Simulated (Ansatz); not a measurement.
# Quasi-harmonic thermodynamics of CeO2 (Fm-3m), part 3 of 3

Aim: the lattice, expansion, heat capacity and bulk modulus of CeO2 as it warms.

Ansatz 0.2.0; DFT PBEsol, scalar-relativistic, plane waves, PAW (the session's first sound run).

So far, principal linear expansion coefficients at 298 K (× 1e-6/K): step 6 (phonons on strained cells, functional PBEsol) 11.3. Also isothermal bulk modulus at 298 K (GPa): step 6 177.

### 9. The quasi-harmonic study

Level of this step: DFT LDA, scalar-relativistic, plane waves, PAW (Ansatz).

Thermal expansion follows from how the free energy of the vibrations (and of the electrons in a metal) changes with strain, so the program makes strained cells, their phonons and a fit in one run.

Input file input.yaml:

```yaml
crystal:
  lattice:
    - [0.0, 2.6793341697, 2.6793341697]
    - [2.6793341697, 0.0, 2.6793341697]
    - [2.6793341697, 2.6793341697, 0.0]
  atoms:
    - { symbol: Ce, position: [0.0, 0.0, 0.0] }
    - { symbol: O, position: [0.25, 0.25, 0.25] }
    - { symbol: O, position: [0.75, 0.75, 0.75] }
kpoints:
  mp_grid: { grid: [12, 12, 12] }
hamiltonian:
  xc: lda
scf:
  occupations: { method: fixed }
  lower_state_search: "off"
output:
  eigenvalues: true
phonons:
  method: dfpt
  qmesh: [4, 4, 4]
  temperatures: { t_max: 1200.0, t_step: 50 }
  thermal_expansion: {}
```

On the command line:

```bash
$ ansatz run input.yaml --threads 8 --pin off --max-ram 16384MiB --backend cpu --events-out ev --progress --plain --runs-dir out
```

Numbers of over 12 decimals in the logs are rounded to 6 here.

The program printed:

```text
[...]
Crystal: 3 atoms, lattice volume = 38.469 Å³
Basis set: ecut = 487.2 eV, 941 PW (Γ), exchange–correlation on 60×60×60 points (8 copies of the dense FFT grid, shifted against one another)
Bands: 16, of which v1, the nominal top of the filled ones, is band 12 counted from 1 (11 counted from 0)
Symmetry: 48 space group operations
[...]
k-points: 72 of 1728
[...]
SCF iter   1: F=—  HF=-7513.727359 eV  |F-HF|=—  |Δ(HF+E_count)|=         —  Δρ=2.86e-2  dr2=3.19e-1  ethr=1.77e-3  ⟨swp⟩=3.4  Hψ=5189  notcnv=0  defer=9
[...]
SCF iter  12: F=-7513.691912 eV  HF=-7513.691912 eV  |F-HF|=9.09e-13  |Δ(HF+E_count)|=  8.19e-12  Δρ=9.07e-8  dr2=1.06e-12  ethr=1.00e-12  ⟨swp⟩=7.4  Hψ=6415  notcnv=0
SCF 1 converged in 12 iterations: F = -7513.691912 eV  dr2 = 1.06e-12
[...]
relax step   1: F+E_penalty+E_count = -7513.69191162 eV  Δ(F+E_penalty+E_count) = +0.000e0 eV  max|allowed force component| = 2.467e-17 eV/Å  Δτ_max = 0.0000 Å  (12 SCF iters, accepted)
SCF converged after 12 iterations
Free energy (F): -7513.691912 eV
[...]
Internal energy: -7513.691912 eV  (E = F + TS)
E sigma→0 (E₀):  -7513.691912 eV
Fermi energy:    11.326697 eV
[...]
--- Stress (GPa, compression-positive) ---
       -0.037400       0.000000      -0.000000
       -0.000000      -0.037400       0.000000
       -0.000000       0.000000      -0.037400
  P = ⅓ Tr σ = -0.0374 GPa (-0.374 kbar)
--- Band table (eV; the first three rows and the last of 72) ---
  k-point 0: bands = [... 8 lower, 7.2117, 10.6365, 10.6365, 10.6365, 13.7012, 13.7012, 13.7012, 14.0120]
  k-point 1: bands = [... 8 lower, 7.4088, 10.5663, 10.6081, 10.6081, 13.6936, 13.6936, 13.7019, 14.0208]
  k-point 2: bands = [... 8 lower, 7.9376, 10.4015, 10.5397, 10.5397, 13.6693, 13.6693, 13.7038, 14.0409]
  k-point 71: bands = [... 8 lower, 10.2193, 10.2193, 10.5143, 10.5733, 13.4364, 13.5750, 13.5750, 13.8269]
── thermal expansion: 3 new cells, 3 in all ──
thermal expansion: relaxation of cell 2
thermal expansion: relaxation of cell 3
── thermal expansion: 2 new cells, 5 in all ──
thermal expansion: relaxation of cell 4
thermal expansion: phonons of cell 4
thermal expansion: relaxation of cell 5
thermal expansion: phonons of cell 5
── thermal expansion: 5 new cells, 10 in all ──
thermal expansion: relaxation of cell 6
thermal expansion: relaxation of cell 7
thermal expansion: relaxation of cell 8
thermal expansion: relaxation of cell 9
thermal expansion: relaxation of cell 10
thermal expansion: phonons of cell 6
thermal expansion: phonons of cell 7
--- Relaxed structure (1 steps of the walk, 1 accepted, 0 SCFs on fresh bases) ---
  F+E_penalty+E_count = -7513.69191162 eV   max|allowed force component| = 2.467e-17 eV/Å
  atoms:
    - { symbol: Ce, position: [0.0, 0.0, 0.0] }
    - { symbol: O, position: [0.25, 0.25, 0.25] }
    - { symbol: O, position: [0.750000, 0.750000, 0.750000] }
--- Thermal expansion: 10 cells in 3 rounds, 0 GPa ---
  no lower state was looked for at cell 4: scf.lower_state_search: off
  without vibrations: a 3.78892, b 3.78892, c 3.78892 Å, V 38.4620 Å³, B 206.04 GPa
  at 0 K: a 3.79727, b 3.79727, c 3.79727 Å, V 38.7168 Å³, B 201.22 GPa
  zero-point expansion: a +0.220, b +0.220, c +0.220, V +0.662 %
[...]
0.00    3.79727    3.79727    3.79727    38.7168 |    0.00    0.00    0.00    0.00 |   16.71 |     0.000     0.000 |   201.22   201.22
   150.00    3.79885    3.79885    3.79885    38.7650 |    6.45    6.45    6.45   19.35 |   25.26 |    40.364    40.104 |   198.44   199.73
   298.15    3.80360    3.80360    3.80360    38.9107 |    9.82    9.82    9.82   29.47 |       - |    62.692    61.526 |   192.14   195.78
   400.00    3.80763    3.80763    3.80763    39.0345 |   10.91   10.91   10.91   32.72 |   31.26 |    68.772    66.887 |   187.25   192.53
   550.00    3.81420    3.81420    3.81420    39.2371 |   12.05   12.05   12.05   36.16 |   33.31 |    73.532    70.483 |   179.44   187.20
   700.00    3.82141    3.82141    3.82141    39.4597 |   13.10   13.10   13.10   39.29 |   35.12 |    76.526    72.137 |   170.92   181.33
   850.00    3.82924    3.82924    3.82924    39.7029 |   14.24   14.24   14.24   42.71 |   36.90 |    79.012    73.020 |   161.64   174.90
  1000.00    3.83780    3.83780    3.83780    39.9698 |   15.59   15.59   15.59   46.76 |   38.78 |    81.518    73.544 |   151.48   167.91
  1150.00    3.84726    3.84726    3.84726    40.2660 |   17.29   17.29   17.29   51.87 |   40.89 |    84.404    73.878 |   140.30   160.29
  1200.00    3.85065    3.85065    3.85065    40.3725 |   17.97   17.97   17.97   53.90 |   41.66 |    85.517    73.963 |   136.31   157.61
[...]
vibrations' free energy: its fit passes through its cells
  the electrons' free energy at temperature is not in it: every band gap is over 1.24 eV
  free energies summed between the sampled wave vectors
[...]
band gaps on the cells' k-points are 1.797 to 2.114 eV
```

The job ended after 24 min (8 threads of Arm Neoverse V1, shared host; peak memory 3.5 GiB).

This step gave:

| Item | Value |
| --- | --- |
| pressure | -0.03740 GPa |
| volume expansion coefficient at 298 K | 29.47 1e-6/K |
| C_P at 298 K | 20.90 J/mol-atom/K |
| entropy at 298 K | 21.00 J/mol-atom/K |
| isothermal bulk modulus at 298 K | 192.1 GPa |
| Grüneisen parameter at 298 K | 2.157 |
| volume at 298 K | 12.97 Å³/atom |
| principal linear expansion coefficients at 298 K | 9.824, 9.824, 9.824 1e-6/K |

Strained cells of the study; zero-point energy where phonons were solved; the pressures are stresses at a fixed cutoff and can carry an offset from the finite basis. Expansion cells, by row:

```csv
cell,|a| (Å),|b| (Å),|c| (Å),V (Å³/atom),E - E_lowest (meV/atom),"pressure, compression positive (GPa)",gap (eV),zero-point energy (meV/atom)
1,3.789,3.789,3.789,12.82,0,-0.084,2.029,-
2,3.819,3.819,3.819,13.13,4.688,-4.751,1.96,-
3,3.759,3.759,3.759,12.52,4.727,5.102,2.097,-
4,3.789,3.789,3.789,12.82,0,-0.095,2.028,57.65
5,3.808,3.808,3.808,13.02,1.878,-3.073,1.986,56.03
6,3.838,3.838,3.838,13.33,11.91,-7.35,1.919,53.49
7,3.863,3.863,3.863,13.58,26.29,-10.52,1.865,51.39
8,3.752,3.752,3.752,12.45,7.446,6.482,2.114,-
9,3.77,3.77,3.77,12.63,1.808,3.088,2.071,-
10,3.894,3.894,3.894,13.91,51.53,-14.09,1.797,-
```

Quasi-harmonic; a, b, c are the run's own cell vectors. Expansion, by row:

```csv
T (K),a (Å),b (Å),c (Å),alpha (deg),beta (deg),gamma (deg),cell volume (Å³/cell),alpha_a (1e-6/K),alpha_b (1e-6/K),alpha_c (1e-6/K),alpha_V (1e-6/K),C_P (J/mol-atom/K),C_V (J/mol-atom/K),S (J/mol-atom/K),B_T (GPa),B_S (GPa),Grueneisen,extrapolation,fit error (1e-6/K)
0,3.797,3.797,3.797,60,60,60,38.72,0,0,0,0,0,0,0,201.2,201.2,-,0,0
50,3.797,3.797,3.797,60,60,60,38.72,1.17,1.17,1.17,3.51,2.605,2.604,0.979,201.1,201.2,2.104,0,0
100,3.798,3.798,3.798,60,60,60,38.73,4.11,4.11,4.11,12.33,8.469,8.445,4.58,200.1,200.7,2.271,0,0
150,3.799,3.799,3.799,60,60,60,38.77,6.45,6.45,6.45,19.35,13.46,13.37,9.005,198.4,199.7,2.235,0,0.01
200,3.8,3.8,3.8,60,60,60,38.81,8.02,8.02,8.02,24.07,16.97,16.79,13.39,196.5,198.5,2.193,0,0.01
250,3.802,3.802,3.802,60,60,60,38.86,9.09,9.09,9.09,27.26,19.34,19.05,17.45,194.3,197.2,2.169,0,0.01
298.1,3.804,3.804,3.804,60,60,60,38.91,9.82,9.82,9.82,29.47,20.9,20.51,21,192.1,195.8,2.157,0,0.02
300,3.804,3.804,3.804,60,60,60,38.91,9.85,9.85,9.85,29.55,20.95,20.55,21.12,192.1,195.7,2.156,0,0.02
350,3.806,3.806,3.806,60,60,60,38.97,10.43,10.43,10.43,31.29,22.09,21.58,24.45,189.7,194.2,2.152,0,0.02
400,3.808,3.808,3.808,60,60,60,39.03,10.91,10.91,10.91,32.72,22.92,22.3,27.45,187.2,192.5,2.154,0,0.01
450,3.81,3.81,3.81,60,60,60,39.1,11.32,11.32,11.32,33.96,23.57,22.82,30.19,184.7,190.8,2.158,0,0.01
500,3.812,3.812,3.812,60,60,60,39.17,11.7,11.7,11.7,35.09,24.08,23.2,32.7,182.1,189,2.166,0,0.01
550,3.814,3.814,3.814,60,60,60,39.24,12.05,12.05,12.05,36.16,24.51,23.49,35.02,179.4,187.2,2.175,0,0.01
600,3.817,3.817,3.817,60,60,60,39.31,12.4,12.4,12.4,37.2,24.88,23.72,37.16,176.7,185.3,2.186,0,0.02
650,3.819,3.819,3.819,60,60,60,39.38,12.75,12.75,12.75,38.24,25.21,23.9,39.17,173.8,183.3,2.199,0,0.03
700,3.821,3.821,3.821,60,60,60,39.46,13.1,13.1,13.1,39.29,25.51,24.05,41.05,170.9,181.3,2.212,0,0.04
750,3.824,3.824,3.824,60,60,60,39.54,13.46,13.46,13.46,40.38,25.79,24.16,42.82,167.9,179.2,2.227,0,0.04
800,3.827,3.827,3.827,60,60,60,39.62,13.84,13.84,13.84,41.51,26.07,24.26,44.49,164.8,177.1,2.243,0,0.06
850,3.829,3.829,3.829,60,60,60,39.7,14.24,14.24,14.24,42.71,26.34,24.34,46.08,161.6,174.9,2.26,0,0.07
900,3.832,3.832,3.832,60,60,60,39.79,14.66,14.66,14.66,43.97,26.61,24.41,47.59,158.4,172.6,2.279,0,0.07
950,3.835,3.835,3.835,60,60,60,39.88,15.11,15.11,15.11,45.32,26.89,24.46,49.04,155,170.3,2.298,0,0.08
1000,3.838,3.838,3.838,60,60,60,39.97,15.59,15.59,15.59,46.76,27.17,24.52,50.43,151.5,167.9,2.319,0,0.07
1050,3.841,3.841,3.841,60,60,60,40.06,16.11,16.11,16.11,48.33,27.47,24.56,51.76,147.9,165.4,2.34,0,0.05
1100,3.844,3.844,3.844,60,60,60,40.16,16.67,16.67,16.67,50.02,27.79,24.59,53.05,144.2,162.9,2.364,0,0.05
1150,3.847,3.847,3.847,60,60,60,40.27,17.29,17.29,17.29,51.87,28.14,24.63,54.29,140.3,160.3,2.389,0,0.08
1200,3.851,3.851,3.851,60,60,60,40.37,17.97,17.97,17.97,53.9,28.51,24.65,55.49,136.3,157.6,2.415,0,0.21
```

Expansion coefficient against temperature; values in 1e-6/K:

```csv
temperature (K),volume,principal 1
0,0,0
50,3.51,1.17
100,12.3,4.11
150,19.4,6.45
200,24.1,8.02
250,27.3,9.09
298,29.5,9.82
300,29.6,9.85
350,31.3,10.4
400,32.7,10.9
450,34.0,11.3
500,35.1,11.7
550,36.2,12.1
600,37.2,12.4
650,38.2,12.8
700,39.3,13.1
750,40.4,13.5
800,41.5,13.8
850,42.7,14.2
900,44.0,14.7
950,45.3,15.1
1000,46.8,15.6
1050,48.3,16.1
1100,50.0,16.7
1150,51.9,17.3
1200,53.9,18.0
```

Changing the level of theory (PBEsol → LDA) takes the volume expansion at 298 K from 33.9 to 29.5 × 10⁻⁶/K and B_T from 177 to 192 GPa.

### 10. Outcome

| Property | Result |
| --- | --- |
| settings of these figures | LDA, 487.2 eV, k 12×12×12, q 4×4×4 |
| volume expansion coefficient at 298 K | 29.47 1e-6/K |
| C_P at 298 K | 20.90 J/mol-atom/K |
| entropy at 298 K | 21.00 J/mol-atom/K |
| isothermal bulk modulus at 298 K | 192.1 GPa |
| Grüneisen parameter at 298 K | 2.157 |
| volume at 298 K | 12.97 Å³/atom |
| principal linear expansion coefficients at 298 K | 9.824, 9.824, 9.824 1e-6/K |

In words: Near room temperature CeO2 expands by 29.5 × 10⁻⁶/K in volume by LDA, with C_P = 20.9 J/(mol K) per mole of atoms and B_T = 192 GPa. Between 298.15 and 1200 K the bulk modulus falls by 29 % and the Grüneisen parameter grows; in this range the quasi-harmonic approximation, which lacks anharmonicity at fixed volume, tends to overshoot. C_P at room temperature is 84 % of the classical 3R an atom, so the stiffest modes are still partly frozen out. The levels of theory differ by up to 4.4 × 10⁻⁶/K in the volume expansion at 298 K. The interpolation has no quadrupole term, so branches near the zone centre are less sure, since this crystal has sites that are not centres of inversion. The PAW files were made for PBE and are used here under another functional, for which the program regenerates the frozen cores.

[Logs are printed without paths, hosts, clocks, repeated set-up lines and the standing remarks that a program may print on its own settings, such as how far it seeks lower states.]

[Hosts, paths, dates, database ids (printed as entryN), source tags and the programs' standing remarks are cut or masked in the printed files.]

[A step with changed settings may run another functional than the one named; its input shows which.]
